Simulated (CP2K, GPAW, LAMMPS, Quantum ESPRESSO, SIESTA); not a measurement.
# Which run comes nearest? Amorphous film on crystalline SiC, (110) (192 atoms)

The cell holds 192 atoms: 96 Si and 96 C. Cell: a = 8.720 Å, b = 12.332 Å, c = 30.745 Å, α = 90.0°, β = 90.0°, γ = 90.0°. It derives from SiC (zincblende SiC). A 2 x 2 x 3 block of zincblende SiC (a = 4.36 Å) with its (110) planes normal to z; the lower 67 % held fixed, the rest melted at 5000 K for 10 ps and cooled to 300 K at 200 K/ps with the Erhart-Albe potential (Erhart and Albe, Phys. Rev. B 71, 035211 (2005)); then all atoms free for 10 ps at 300 K, under 12 Å of vacuum. Regions: crystal, 144 atoms (72 Si and 72 C); amorphous, 48 atoms (24 C and 24 Si). Vacuum lies along c.

Geometry: as built.

The reference, a calculation:

| Quantity | Value |
| --- | --- |
| method | Kohn-Sham DFT, PBE, SSSP efficiency 1.3.0 pseudopotentials, plane waves (Quantum ESPRESSO 7.5); sssp-pbe-1.3.0-efficiency, cutoffs 45/360 Ry, Γ point |
| r.m.s. force component | 0.8206 eV/Å |
| longest force | 5.04 eV/Å |
| time | 20 min on 8 MPI ranks of Arm Neoverse N1, shared host |
| CPU time | 2.7 h |

Q: Estimate the differences from the reference, the CPU time and the memory of each run.
- SIESTA PBE, SZP, shift 0.01 Ry, mesh 300 Ry (SIESTA 5.4.2; 2 MPI ranks)
- SIESTA PBE, DZ, shift 0.01 Ry, mesh 300 Ry (SIESTA 5.4.2; 2 MPI ranks)
- GPAW PBE, LCAO dzp, h 0.2 Å (GPAW 26.7.0; 4 MPI ranks)
- CP2K PBE, DZVP-MOLOPT-SR, 450/50 Ry, diagonalisation (CP2K 2026.2; 4 MPI ranks)
- SIESTA PBE, DZP, shift 0.01 Ry, mesh 300 Ry (SIESTA 5.4.2; 4 MPI ranks)

Differences are against the plane-wave reference, forces as r.m.s. over components; share is that over the reference's r.m.s. force, slope the least-squares factor from reference forces to these. Total energies of different programs have different zeros and aren't compared.

| run | Δ force, r.m.s. (meV/Å) | share (%) | slope | cores | CPU time | memory (GiB) |
| --- | --- | --- | --- | --- | --- | --- |
| reference | - | - | - | 8 | 2.7 h | 13 |
| SIESTA PBE, SZP, shift 0.01 Ry, mesh 300 Ry (coarse) | 284 | 34.6 | 1.020 | 2 | 33 min | 3.0 |
| SIESTA PBE, DZ, shift 0.01 Ry, mesh 300 Ry (coarse) | 321 | 39.1 | 1.008 | 2 | 16 min | 2.1 |
| GPAW PBE, LCAO dzp, h 0.2 Å | 82.4 | 10.0 | 1.010 | 4 | 1.6 h | 6.4 |
| CP2K PBE, DZVP-MOLOPT-SR, 450/50 Ry, diagonalisation | 37.8 | 4.61 | 1.006 | 4 | 53 min | 7.9 |
| SIESTA PBE, DZP, shift 0.01 Ry, mesh 300 Ry | 86.6 | 10.6 | 1.009 | 4 | 52 min | 4.2 |

Rows marked coarse were listed beforehand as settings not expected to be converged; some can still land near the reference.

CPU time is summed over cores on a shared host, where runs went side by side, so it is rough. Symmetry, cutoffs, thresholds, outputs and thread counts weren't matched or tuned between programs; memory under MPI is the largest rank's times the ranks.

The PBE runs in local orbitals, coarse settings apart, differ by 4.6 % (CP2K PBE, DZVP-MOLOPT-SR, 450/50 Ry, diagonalisation) to 11 % (SIESTA PBE, DZP, shift 0.01 Ry, mesh 300 Ry); basis, grid and potentials can all enter. Runs with settings chosen to be coarse differ by 35 % (SIESTA PBE, SZP, shift 0.01 Ry, mesh 300 Ry) to 39 % (SIESTA PBE, DZ, shift 0.01 Ry, mesh 300 Ry), their programs' other errors included. Of the electronic-structure runs that take under half the reference's CPU time, CP2K PBE, DZVP-MOLOPT-SR, 450/50 Ry, diagonalisation comes nearest, at 4.6 % in 53 min against 2.7 h. The network of bonds at the start is that of the classical potential that made the cell, and needn't be the one that DFT or experiment would give. The runs have no spin polarisation, so any moments at edges, vacancies or dangling bonds can't form. The electronic-structure runs sample only Γ, in a cell whose shortest periodic width is 9 Å, which is coarse for a cell with partly filled levels.

[Hosts, paths, dates, database ids (printed as entryN), source tags and the programs' standing remarks are cut or masked in the printed files.]
